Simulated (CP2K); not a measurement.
Acetyl chloride has these distinct C atoms: C1 (bonded to C and 3 H) and C2 (bonded to C, Cl and O).

```xyz
7

C    -0.6700   -0.1879   -0.0376
C     0.6983    0.4245   -0.0568
Cl    1.9555   -0.6883    0.6552
O     1.0146    1.5024   -0.4714
H    -0.9451   -0.4545    0.9909
H    -0.6618   -1.1173   -0.6224
H    -1.3914    0.5210   -0.4578
```

Their partial C K spectra (CP2K XAS_TDP, all-electron GAPW, PBEh(45%), aug-pc-1, TDA, GW2X-corrected core level, no relativity) are given in random order, each times the number of alike atoms.

Gaussian full width 0.5 eV, oscillator strength per eV, alike atoms added, rows of zeros left out:

```csv
E (eV),curve 1,curve 2
288.50,0.000,0.011
288.75,0.000,0.077
289.00,0.000,0.143
289.25,0.000,0.067
289.50,0.000,0.008
290.00,0.005,0.000
290.25,0.029,0.000
290.50,0.041,0.000
290.75,0.016,0.000
291.00,0.022,0.000
291.25,0.085,0.004
291.50,0.091,0.038
291.75,0.025,0.105
292.00,0.003,0.072
292.25,0.003,0.013
292.50,0.013,0.001
292.75,0.023,0.000
293.00,0.015,0.000
293.25,0.017,0.000
293.50,0.032,0.000
293.75,0.026,0.000
294.00,0.007,0.000
294.25,0.004,0.000
294.50,0.012,0.001
294.75,0.014,0.001
295.00,0.011,0.000
295.25,0.011,0.001
295.50,0.006,0.005
295.75,0.004,0.011
296.00,0.003,0.006
296.25,0.004,0.004
296.50,0.017,0.013
296.75,0.032,0.018
297.00,0.019,0.010
297.25,0.010,0.004
297.50,0.030,0.004
297.75,0.043,0.006
298.00,0.033,0.008
```

Question: Which curve belongs to which atom?

Curve 1: C1 (bonded to C and 3 H), leading line at 290.43 eV (f = 0.019 an atom), ionisation energy 292.95 eV, term value 2.52 eV. Curve 2: C2 (bonded to C, Cl and O), leading line at 288.99 eV (f = 0.076 an atom), ionisation energy 296.57 eV, term value 7.58 eV. The leading line of an atom is its first one with 35 % of the strongest within 2.5 eV of its lowest line over the strength cut. A line lies at the core ionisation energy, which rises as an atom loses charge to its neighbours or to a π system, less the term value, which is large for a low π* or σ* orbital with weight on that atom.

[Banner, clock and machine lines of the logs are left out without a mark of their own.]

[Logs are printed without paths, hosts, clocks, repeated set-up lines and the standing remarks that a program may print on its own settings, such as how far it seeks lower states.]

[Hosts, paths, dates, database ids (printed as entryN), source tags and the programs' standing remarks are cut or masked in the printed files.]
